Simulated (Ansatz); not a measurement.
# CO on Re(0001): change of the work function

Wanted: Δφ(θ) for CO/Re(0001), starting from the hcp site.

Program: Ansatz 0.2.0. Level of theory: plane-wave DFT, PBE, Ansatz PAW, in the first sound run; inputs show where later runs differ. Results are calculated unless marked as measured.

## 1. The starting structure

The cell holds 4 atoms: 4 Re. Its edges and angles: a = 2.760 Å, b = 2.760 Å, c = 24.686 Å, α = 90.0°, β = 90.0°, γ = 60.0°. Vacuum lies along c.

## 2. The clean slab

The bare slab comes first, as the zero from which every change is counted. The two lowest layers are held at bulk places and the upper ones relax. The dipole correction removes the false field that a one-sided slab makes across the periodic vacuum, so each face gets a flat vacuum level of its own.

input.yaml reads:

```yaml
crystal:
  lattice:
    - [2.76, 0.0, 0.0]
    - [1.38, 2.3902301144, 0.0]
    - [0.0, 0.0, 24.6861]
  atoms:
    - { symbol: Re, position: [0.6666666667, 0.6666666667, 0.3645776368] }
    - { symbol: Re, position: [0.0, 0.0, 0.4548592123] }
    - { symbol: Re, position: [0.6666666667, 0.6666666667, 0.5451407877] }
    - { symbol: Re, position: [0.0, 0.0, 0.6354223632] }
kpoints:
  mp_grid: { grid: [12, 12, 1] }
hamiltonian:
  xc: pbe
scf:
  occupations: { method: fermi_dirac, width: 0.1 }
  convergence: { dr2_threshold: 1.0e-08 }
efield:
  axis: 3
  dipole_correction: true
  ramp_position: 0.97
  ramp_width: 0.06
relax:
  f_tol: 0.02
  max_steps: 60
  constraints: [{ sites: [0, 1] }]
output:
  write_potential: true
  write_density: true
  volumetric_format: npy
```

The run is started by

```sh
> ansatz run input.yaml --threads 4 --pin off --max-ram 12288MiB --backend cpu --events-out ev --progress --plain --runs-dir out
```

Numbers of over 12 decimals in the logs are rounded to 6 here.

Output:

```text
Engine: ansatz 0.2.0, aarch64-unknown-linux-gnu
Pseudopotentials: kind: paw
Pseudopotential: Re, paw, valence charge 15, recommended cutoff 420 eV (normal), Re.paw.azcp
Functional definition: PBE
  parameter kappa = 0.804
  parameter beta = 0.066725
  exchange = pbe_x(kappa = kappa, mu = beta*pi^2/3)
  correlation = pbe_c(beta = beta)
Crystal: 4 atoms, lattice volume = 162.855 Å³
Basis set: ecut = 420 eV, 3161 PW (Γ), exchange–correlation on 40×40×360 points (8 copies of the dense FFT grid, shifted against one another)
Bands: 36, of which v1, the nominal top of the filled ones, is band 30 counted from 1 (29 counted from 0)
Symmetry: 6 space group operations
k-points: 19 of 144 (time reversal used)
Non-local potential: Re, projectors of the file, l = 0: 3, l = 1: 2, l = 2: 2, l = 3: 1
PAW form: soft (Blöchl's): semilocal exchange-correlation on the pseudo side does not see the compensation charge
PAW one-centre angular grid: Re, 590 points (default); XC on 64 Gauss nodes
Initial density: superposition of atomic densities (neutral atoms: chi_scale 0, normalization atom), corrected by the library's trained network
Initial wavefunctions: pseudopotential atomic-orbital guess
Functional: x = pbe(κ = 0.804, μ = 0.219515), c = pbe(β = 0.066725)
SCF iter   1: F=—  HF=-43470.073394 eV  |F-HF|=—  |Δ(HF+E_count)|=         —  Δρ=6.49e-3  dr2=3.96e-1  ethr=1.77e-3  p=0.000 e·Å  D=1.03e-14 V/Å  ΔV_dip=-0.00 eV  dr2_dipole=5.24e-8  V_vac-E_F(+/−)=5.13/5.13 eV  ⟨swp⟩=7.9  Hψ=3317  notcnv=0
efield: sawtooth ramp at fractional position 0.9700 (set: `efield.ramp_position`, or a place that a band, a saddle search or an elastic batch's reference lends), width 0.0600; the density the first Hamiltonian is built on has a dipole p = 0.000 e·Å; the dipole correction subtracts the counter field D = 1.03e-14 V/Å, which shifts the + side's vacuum level by -0.00 eV against the − side's; the planar-averaged density in the ramp window peaks in size at 1.2e-5 e/Å³
preconditioner: auto → LDOS  [metal: Δε(μ)=0.145 eV  Ē_g=4.940 eV  σ=0.100 eV  W_gap=0.31  n_scr=18 (ndim 8)  ℏωp=15.4 eV  f_vac=0.572  D(μ)=3.17/eV (n_scr^D=14)  β→1.0]
SCF iter   2: F=—  HF=-43470.065309 eV  |F-HF|=—  |Δ(HF+E_count)|=   8.08e-3  Δρ=2.70e-3  dr2=5.86e-2  ethr=6.60e-4  p=-0.000 e·Å  D=-1.86e-4 V/Å  ΔV_dip=0.00 eV  dr2_dipole=4.89e-7  V_vac-E_F(+/−)=5.02/5.01 eV  ⟨swp⟩=2.2  Hψ=1103  notcnv=0
SCF iter   3: F=—  HF=-43470.061205 eV  |F-HF|=—  |Δ(HF+E_count)|=   4.10e-3  Δρ=1.06e-3  dr2=7.02e-3  ethr=9.77e-5  p=0.000 e·Å  D=1.32e-4 V/Å  ΔV_dip=-0.00 eV  dr2_dipole=1.54e-8  V_vac-E_F(+/−)=5.08/5.09 eV  ⟨swp⟩=2.2  Hψ=1102  notcnv=0
SCF iter   4: F=—  HF=-43470.059915 eV  |F-HF|=—  |Δ(HF+E_count)|=   1.29e-3  Δρ=2.86e-4  dr2=2.30e-4  ethr=1.17e-5  p=0.000 e·Å  D=1.88e-5 V/Å  ΔV_dip=-0.00 eV  dr2_dipole=5.77e-8  V_vac-E_F(+/−)=5.07/5.07 eV  ⟨swp⟩=2.7  Hψ=1124  notcnv=0
SCF iter   5: F=—  HF=-43470.059967 eV  |F-HF|=—  |Δ(HF+E_count)|=   5.21e-5  Δρ=8.74e-5  dr2=3.61e-5  ethr=3.84e-7  p=0.000 e·Å  D=1.32e-5 V/Å  ΔV_dip=-0.00 eV  dr2_dipole=1.64e-8  V_vac-E_F(+/−)=5.07/5.07 eV  ⟨swp⟩=2.9  Hψ=1248  notcnv=0
SCF iter   6: F=—  HF=-43470.059973 eV  |F-HF|=—  |Δ(HF+E_count)|=   6.28e-6  Δρ=2.63e-5  dr2=2.08e-6  ethr=6.01e-8  p=0.000 e·Å  D=8.32e-6 V/Å  ΔV_dip=-0.00 eV  dr2_dipole=1.56e-9  V_vac-E_F(+/−)=5.07/5.07 eV  ⟨swp⟩=2.3  Hψ=954  notcnv=0
SCF iter   7: F=—  HF=-43470.059979 eV  |F-HF|=—  |Δ(HF+E_count)|=   5.44e-6  Δρ=7.26e-6  dr2=1.42e-7  ethr=3.46e-9  p=0.000 e·Å  D=1.99e-6 V/Å  ΔV_dip=-0.00 eV  dr2_dipole=5.20e-11  V_vac-E_F(+/−)=5.07/5.07 eV  ⟨swp⟩=2.7  Hψ=1234  notcnv=0
SCF iter   8: F=-43470.059979 eV  HF=-43470.059979 eV  |F-HF|=9.43e-9  |Δ(HF+E_count)|=   6.97e-8  Δρ=1.39e-6  dr2=4.79e-9  ethr=1.67e-11  p=0.000 e·Å  D=9.70e-7 V/Å  ΔV_dip=-0.00 eV  dr2_dipole=5.59e-13  V_vac-E_F(+/−)=5.07/5.07 eV  ⟨swp⟩=9.1  Hψ=5854  notcnv=0
SCF 1 converged in 8 iterations: F = -43470.059979 eV  dr2 = 4.79e-9
  greatest PAW one-centre occupation: 1.000 electrons in one spin orbital (limit 2), on the Re atom at site 1 (counted from 0), in its partial waves of l = 0
relax step   1: F+E_penalty+E_count = -43470.05997869 eV  Δ(F+E_penalty+E_count) = +0.000e0 eV  max|allowed force component| = 1.546e0 eV/Å  Δτ_max = 0.0000 Å  (8 SCF iters, accepted)
Initial density: handed on by an earlier stage of this run
Initial wavefunctions: those handed on with the density
SCF iter   1: F=—  HF=-43470.127331 eV  |F-HF|=—  |Δ(HF+E_count)|=         —  Δρ=1.40e-2  dr2=2.26e0  ethr=3.10e-3  p=0.000 e·Å  D=9.81e-7 V/Å  ΔV_dip=-0.00 eV  dr2_dipole=3.13e-1  V_vac-E_F(+/−)=5.18/5.18 eV  ⟨swp⟩=5.7  Hψ=2111  notcnv=0
efield: sawtooth ramp at fractional position 0.9700 (set: `efield.ramp_position`, or a place that a band, a saddle search or an elastic batch's reference lends), width 0.0600; the density the first Hamiltonian is built on has a dipole p = 0.000 e·Å; the dipole correction subtracts the counter field D = 9.81e-7 V/Å, which shifts the + side's vacuum level by -0.00 eV against the − side's; the planar-averaged density in the ramp window peaks in size at 3.6e-7 e/Å³
preconditioner: auto → LDOS  [metal: Δε(μ)=0.101 eV  Ē_g=5.134 eV  σ=0.100 eV  W_gap=0.24  n_scr=18 (ndim 8)  ℏωp=15.4 eV  f_vac=0.577  D(μ)=2.82/eV (n_scr^D=12)  β→1.0]
SCF iter   2: F=—  HF=-43470.142422 eV  |F-HF|=—  |Δ(HF+E_count)|=   1.51e-2  Δρ=1.25e-2  dr2=1.34e0  ethr=3.10e-3  p=0.018 e·Å  D=2.00e-2 V/Å  ΔV_dip=-0.49 eV  dr2_dipole=5.30e-2  V_vac-E_F(+/−)=4.64/5.13 eV  ⟨swp⟩=2.5  Hψ=1237  notcnv=0
SCF iter   3: F=—  HF=-43469.962912 eV  |F-HF|=—  |Δ(HF+E_count)|=   1.80e-1  Δρ=1.93e-3  dr2=1.22e-2  ethr=2.24e-3  p=0.011 e·Å  D=1.18e-2 V/Å  ΔV_dip=-0.29 eV  dr2_dipole=1.59e-3  V_vac-E_F(+/−)=4.89/5.18 eV  ⟨swp⟩=2.1  Hψ=1064  notcnv=0
SCF iter   4: F=—  HF=-43469.956771 eV  |F-HF|=—  |Δ(HF+E_count)|=   6.14e-3  Δρ=8.37e-4  dr2=2.31e-3  ethr=2.03e-5  p=0.011 e·Å  D=1.18e-2 V/Å  ΔV_dip=-0.29 eV  dr2_dipole=3.17e-5  V_vac-E_F(+/−)=4.89/5.18 eV  ⟨swp⟩=3.1  Hψ=1355  notcnv=0
SCF iter   5: F=—  HF=-43469.956572 eV  |F-HF|=—  |Δ(HF+E_count)|=   1.99e-4  Δρ=1.69e-4  dr2=1.88e-4  ethr=3.85e-6  p=0.011 e·Å  D=1.23e-2 V/Å  ΔV_dip=-0.30 eV  dr2_dipole=2.82e-5  V_vac-E_F(+/−)=4.88/5.18 eV  ⟨swp⟩=2.3  Hψ=1037  notcnv=0
SCF iter   6: F=—  HF=-43469.956584 eV  |F-HF|=—  |Δ(HF+E_count)|=   1.19e-5  Δρ=6.47e-5  dr2=1.48e-5  ethr=3.13e-7  p=0.011 e·Å  D=1.24e-2 V/Å  ΔV_dip=-0.31 eV  dr2_dipole=9.39e-7  V_vac-E_F(+/−)=4.88/5.18 eV  ⟨swp⟩=2.7  Hψ=1370  notcnv=0
[...]
SCF iter   4: F=—  HF=-43470.145119 eV  |F-HF|=—  |Δ(HF+E_count)|=   4.46e-4  Δρ=3.61e-4  dr2=2.53e-4  ethr=4.63e-6  p=0.006 e·Å  D=6.86e-3 V/Å  ΔV_dip=-0.17 eV  dr2_dipole=1.65e-5  V_vac-E_F(+/−)=4.96/5.13 eV  ⟨swp⟩=2.8  Hψ=1372  notcnv=0
SCF iter   5: F=—  HF=-43470.145167 eV  |F-HF|=—  |Δ(HF+E_count)|=   4.84e-5  Δρ=1.48e-4  dr2=2.69e-5  ethr=4.21e-7  p=0.006 e·Å  D=6.43e-3 V/Å  ΔV_dip=-0.16 eV  dr2_dipole=6.31e-7  V_vac-E_F(+/−)=4.96/5.12 eV  ⟨swp⟩=2.8  Hψ=1225  notcnv=0
SCF iter   6: F=—  HF=-43470.145204 eV  |F-HF|=—  |Δ(HF+E_count)|=   3.72e-5  Δρ=4.20e-5  dr2=6.05e-6  ethr=4.48e-8  p=0.006 e·Å  D=6.32e-3 V/Å  ΔV_dip=-0.16 eV  dr2_dipole=2.65e-7  V_vac-E_F(+/−)=4.97/5.12 eV  ⟨swp⟩=2.8  Hψ=1275  notcnv=0
SCF iter   7: F=—  HF=-43470.145204 eV  |F-HF|=—  |Δ(HF+E_count)|=   1.40e-7  Δρ=1.19e-5  dr2=2.21e-7  ethr=1.01e-8  p=0.006 e·Å  D=6.24e-3 V/Å  ΔV_dip=-0.15 eV  dr2_dipole=1.73e-8  V_vac-E_F(+/−)=4.97/5.12 eV  ⟨swp⟩=2.1  Hψ=978  notcnv=0
SCF iter   8: F=—  HF=-43470.145205 eV  |F-HF|=—  |Δ(HF+E_count)|=   3.92e-7  Δρ=3.38e-6  dr2=2.30e-8  ethr=3.69e-10  p=0.006 e·Å  D=6.22e-3 V/Å  ΔV_dip=-0.15 eV  dr2_dipole=1.06e-9  V_vac-E_F(+/−)=4.97/5.12 eV  ⟨swp⟩=2.9  Hψ=1409  notcnv=0
SCF iter   9: F=-43470.145205 eV  HF=-43470.145205 eV  |F-HF|=2.57e-9  |Δ(HF+E_count)|=   2.21e-8  Δρ=7.78e-7  dr2=2.03e-9  ethr=1.67e-11  p=0.006 e·Å  D=6.22e-3 V/Å  ΔV_dip=-0.15 eV  dr2_dipole=7.44e-11  V_vac-E_F(+/−)=4.97/5.12 eV  ⟨swp⟩=11.0  Hψ=5187  notcnv=0
SCF 3 converged in 9 iterations: F = -43470.145205 eV  dr2 = 2.03e-9
relax step   3: F+E_penalty+E_count = -43470.14520463 eV  Δ(F+E_penalty+E_count) = -8.523e-2 eV  max|allowed force component| = 1.071e-1 eV/Å  Δτ_max = 0.0714 Å  (9 SCF iters, accepted)
SCF iter   1: F=—  HF=-43470.149666 eV  |F-HF|=—  |Δ(HF+E_count)|=         —  Δρ=2.54e-3  dr2=6.39e-2  ethr=1.13e-3  p=0.006 e·Å  D=6.22e-3 V/Å  ΔV_dip=-0.15 eV  dr2_dipole=6.22e-3  V_vac-E_F(+/−)=4.97/5.12 eV  ⟨swp⟩=2.7  Hψ=1318  notcnv=0
efield: sawtooth ramp at fractional position 0.9700 (set: `efield.ramp_position`, or a place that a band, a saddle search or an elastic batch's reference lends), width 0.0600; the density the first Hamiltonian is built on has a dipole p = 0.006 e·Å; the dipole correction subtracts the counter field D = 6.22e-3 V/Å, which shifts the + side's vacuum level by -0.15 eV against the − side's; the planar-averaged density in the ramp window peaks in size at 1.2e-6 e/Å³
preconditioner: auto → LDOS  [metal: Δε(μ)=0.105 eV  Ē_g=4.965 eV  σ=0.100 eV  W_gap=0.26  n_scr=18 (ndim 8)  ℏωp=15.4 eV  f_vac=0.572  D(μ)=2.96/eV (n_scr^D=14)  β→1.0]
SCF iter   2: F=—  HF=-43470.148441 eV  |F-HF|=—  |Δ(HF+E_count)|=   1.22e-3  Δρ=1.78e-3  dr2=2.92e-2  ethr=1.06e-4  p=0.005 e·Å  D=5.72e-3 V/Å  ΔV_dip=-0.14 eV  dr2_dipole=2.04e-4  V_vac-E_F(+/−)=4.99/5.13 eV  ⟨swp⟩=1.9  Hψ=991  notcnv=0
SCF iter   3: F=—  HF=-43470.146765 eV  |F-HF|=—  |Δ(HF+E_count)|=   1.68e-3  Δρ=3.86e-4  dr2=1.39e-3  ethr=4.87e-5  p=0.005 e·Å  D=6.07e-3 V/Å  ΔV_dip=-0.15 eV  dr2_dipole=1.70e-4  V_vac-E_F(+/−)=4.98/5.13 eV  ⟨swp⟩=2.1  Hψ=893  notcnv=0
SCF iter   4: F=—  HF=-43470.146630 eV  |F-HF|=—  |Δ(HF+E_count)|=   1.36e-4  Δρ=1.03e-4  dr2=6.41e-5  ethr=2.32e-6  p=0.005 e·Å  D=6.01e-3 V/Å  ΔV_dip=-0.15 eV  dr2_dipole=3.53e-6  V_vac-E_F(+/−)=4.98/5.13 eV  ⟨swp⟩=2.7  Hψ=1136  notcnv=0
SCF iter   5: F=—  HF=-43470.146624 eV  |F-HF|=—  |Δ(HF+E_count)|=   5.12e-6  Δρ=2.92e-5  dr2=2.62e-6  ethr=1.07e-7  p=0.005 e·Å  D=6.04e-3 V/Å  ΔV_dip=-0.15 eV  dr2_dipole=2.12e-7  V_vac-E_F(+/−)=4.98/5.13 eV  ⟨swp⟩=2.7  Hψ=1159  notcnv=0
SCF iter   6: F=—  HF=-43470.146627 eV  |F-HF|=—  |Δ(HF+E_count)|=   2.41e-6  Δρ=1.21e-5  dr2=2.24e-7  ethr=4.37e-9  p=0.005 e·Å  D=6.08e-3 V/Å  ΔV_dip=-0.15 eV  dr2_dipole=2.51e-9  V_vac-E_F(+/−)=4.98/5.13 eV  ⟨swp⟩=2.6  Hψ=1044  notcnv=0
SCF iter   7: F=—  HF=-43470.146627 eV  |F-HF|=—  |Δ(HF+E_count)|=   4.52e-7  Δρ=3.64e-6  dr2=5.29e-8  ethr=3.73e-10  p=0.005 e·Å  D=6.11e-3 V/Å  ΔV_dip=-0.15 eV  dr2_dipole=1.69e-8  V_vac-E_F(+/−)=4.98/5.13 eV  ⟨swp⟩=2.8  Hψ=1205  notcnv=0
SCF iter   8: F=-43470.146627 eV  HF=-43470.146627 eV  |F-HF|=2.49e-9  |Δ(HF+E_count)|=   4.09e-8  Δρ=8.99e-7  dr2=3.68e-9  ethr=1.67e-11  p=0.006 e·Å  D=6.12e-3 V/Å  ΔV_dip=-0.15 eV  dr2_dipole=6.41e-10  V_vac-E_F(+/−)=4.98/5.13 eV  ⟨swp⟩=8.8  Hψ=5389  notcnv=0
SCF 4 converged in 8 iterations: F = -43470.146627 eV  dr2 = 3.68e-9
relax step   4: F+E_penalty+E_count = -43470.14662740 eV  Δ(F+E_penalty+E_count) = -1.423e-3 eV  max|allowed force component| = 1.947e-2 eV/Å  Δτ_max = 0.0250 Å  (8 SCF iters, accepted)
NSCF: frozen V_eff on 19 k-points
the band table was solved once a step of the walk had ended and its energy, with any forces and stress, was formed, with the checks that follow a solve (3198 applications of the Hamiltonian). They found nothing against the state; the energy, forces and stress were not computed again (output.eigenvalues in the input reference)
WARN: The input density's exchange-correlation potential varies sharply where the density is thin. Do not read a vacuum level from v_tot or v_xc, or from such a field of the output density. On a cell that repeats whose density bears no net charge and no dipole along the vacuum's axis use v_es (v_loc + v_h of the components); under efield.dipole_correction with no amplitude use v_es + v_field, which holds any external [...]
SCF converged after 8 iterations
Free energy (F): -43470.146627 eV
Harris-Foulkes:  -43470.146627 eV  (|F-HF|=2.49e-9)
Internal energy: -43470.042428 eV  (E = F + TS)
E sigma→0 (E₀):  -43470.094528 eV
Entropy (-TS):   -0.104200 eV (-26.050 meV/atom)
Fermi energy:    5.510319 eV
Dipole field:    D = 0.006161 V/Å  (p = 0.005545 e·Å, saw-weighted, corrected)
Work function:   Φ+ = 4.9767 eV   Φ− = 5.1288 eV
Levels:          The Fermi level and band energies are counted from a zero that moves with the ramp; work functions are not
--- Per-component energies (eV) ---
  E_band       = -1385.112362
  E_kinetic    = 2155.789991
  E_local      = -87633.757156  (includes V_loc(G=0)·N_el)
  E_nonlocal   = 197.172927
  E_hartree    = 42840.063587
  E_xc         = -1611.330171
  E_vxc        = -1210.279722  (∫ρ·V_xc dr)
  E_paw        = -34636.347582  (= ΣΔE_a)
  E_vpaw       = -574.148245  (= ΣTr[D̂ρ^β])
  E_aug_tail   = -0.000303  (compensation charges beyond the density's cutoff)
  E_efield     = 0.000017  (sawtooth field / dipole correction)
  E_vefield    = -0.007028  (∫n·V_field dr)
  E_ewald      = 35218.366263
  E_smearing   = -0.104200  (= −TS)
  E_closure    = -0.000000  (closes the sum)
  Σ components = -43470.146627   (vs F -43470.146627, Δ=0.00e0)
--- Forces (eV/Å), atoms counted from 1 ---
  atom   1  Re    -0.00000000     0.00000000     1.22923125
  atom   2  Re     0.00000000    -0.00000000    -1.19437258
  atom   3  Re    -0.00000000     0.00000000    -0.01947126
  atom   4  Re     0.00000000    -0.00000000    -0.01539444
  max |Σ_I F_I| component: 7.04e-6 eV/Å
--- Band table (eV; the first three rows and the last of 19) ---
  k-point 0: bands = [... 26 lower, 4.0297, 4.4145, 4.4145, 4.6328, 4.6328, 5.2406, 6.1823, 6.4245, ... 2 higher]
  k-point 1: bands = [... 26 lower, 4.2090, 4.3362, 4.4192, 4.6238, 4.8469, 5.2075, 5.5622, 6.3002, ... 2 higher]
  k-point 2: bands = [... 26 lower, 4.3759, 4.6367, 4.7630, 4.7857, 5.1375, 5.1799, 5.4499, 6.2599, ... 2 higher]
  k-point 18: bands = [... 26 lower, 4.0248, 4.0270, 4.0681, 5.3798, 6.3486, 7.7069, 7.9282, 8.0102, ... 2 higher]
--- Relaxed structure (4 steps of the walk, 3 accepted, 0 SCFs on fresh bases) ---
  F+E_penalty+E_count = -43470.14662740 eV   max|allowed force component| = 1.947e-2 eV/Å
  atoms:
    - { symbol: Re, position: [0.666667, 0.666667, 0.3645776368] }
    - { symbol: Re, position: [0.0, 0.0, 0.4548592123] }
    - { symbol: Re, position: [0.666667, 0.666667, 0.549008] }
    - { symbol: Re, position: [1.474609716898122e-19, -2.9492194337962723e-19, 0.634651] }
```

Wall time 12 s (4 threads of Arm Neoverse V1, shared host); peak memory 0.46 GiB.

The steps of the relaxation:

| step | energy less that of the first step (eV) | largest force component (eV/Å) |
| --- | --- | --- |
| 1 | 0.0000 | 1.5464 |
| 2 | 0.1034 | 2.7383 |
| 3 | -0.0852 | 0.1071 |
| 4 | -0.0866 | 0.0195 |

Relaxation step 2 was tried and not accepted.

Forces are held to the 6 operations that the run works with; a distortion that breaks them can't arise in this run.

The atoms that moved most (Å):

| atom | dx | dy | dz | length |
| --- | --- | --- | --- | --- |
| Re3 | 0.000 | 0.000 | 0.095 | 0.095 |
| Re4 | 0.000 | 0.000 | -0.019 | 0.019 |

This step gave:

```yaml
energy_at_zero_smearing: -43470.0945 eV
work_function_upper_face: 4.977 eV
work_function_lower_face: 5.129 eV
dipole_along_the_normal: 0.005545 e·Å
step_between_the_vacuum_levels: -0.1521 eV
```

Running mean over 2.2287 Å of the planar mean; the ramp of the sawtooth is left out. The electron's electrostatic potential energy less the Fermi level by z:

| z (Å) | electron's electrostatic potential energy less the Fermi level (eV) |
| --- | --- |
| 3.5 | 5.13 |
| 4.0 | 5.13 |
| 4.5 | 5.13 |
| 5.0 | 5.12 |
| 5.5 | 5.09 |
| 6.0 | 5.01 |
| 6.5 | 4.70 |
| 7.0 | 3.65 |
| 7.5 | 0.0584 |
| 8.0 | -6.10 |
| 8.5 | -11.3 |
| 9.0 | -13.0 |
| 9.5 | -13.2 |
| 10.0 | -13.3 |
| 10.5 | -13.3 |
| 11.0 | -13.4 |
| 11.5 | -13.2 |
| 12.0 | -12.5 |
| 12.5 | -12.3 |
| 13.0 | -12.8 |
| 13.5 | -13.4 |
| 14.0 | -14.1 |
| 14.5 | -14.6 |
| 15.0 | -14.3 |
| 15.5 | -13.4 |
| 16.0 | -12.2 |
| 16.5 | -8.16 |
| 17.0 | -1.90 |
| 17.5 | 2.72 |
| 18.0 | 4.35 |
| 18.5 | 4.80 |
| 19.0 | 4.93 |
| 19.5 | 4.96 |
| 20.0 | 4.97 |
| 20.5 | 4.98 |
| 21.0 | 4.98 |
| 21.5 | 4.98 |

The relaxation took 4 steps and lowered the energy by 0.087 eV; the largest force on the free atoms ends at 0.019 eV/Å.

The work function of the upper face is 4.98 eV.

[end of part 1 of 4]

[Logs are printed without paths, hosts, clocks, repeated set-up lines and the standing remarks that a program may print on its own settings, such as how far it seeks lower states.]

[Hosts, paths, dates, database ids (printed as entryN), source tags and the programs' standing remarks are cut or masked in the printed files.]

[Maps of the electrostatic potential energy from Ansatz leave out the sawtooth potential of an applied field or a dipole correction, so their vacuum need not be flat; planar profiles and work functions include it.]
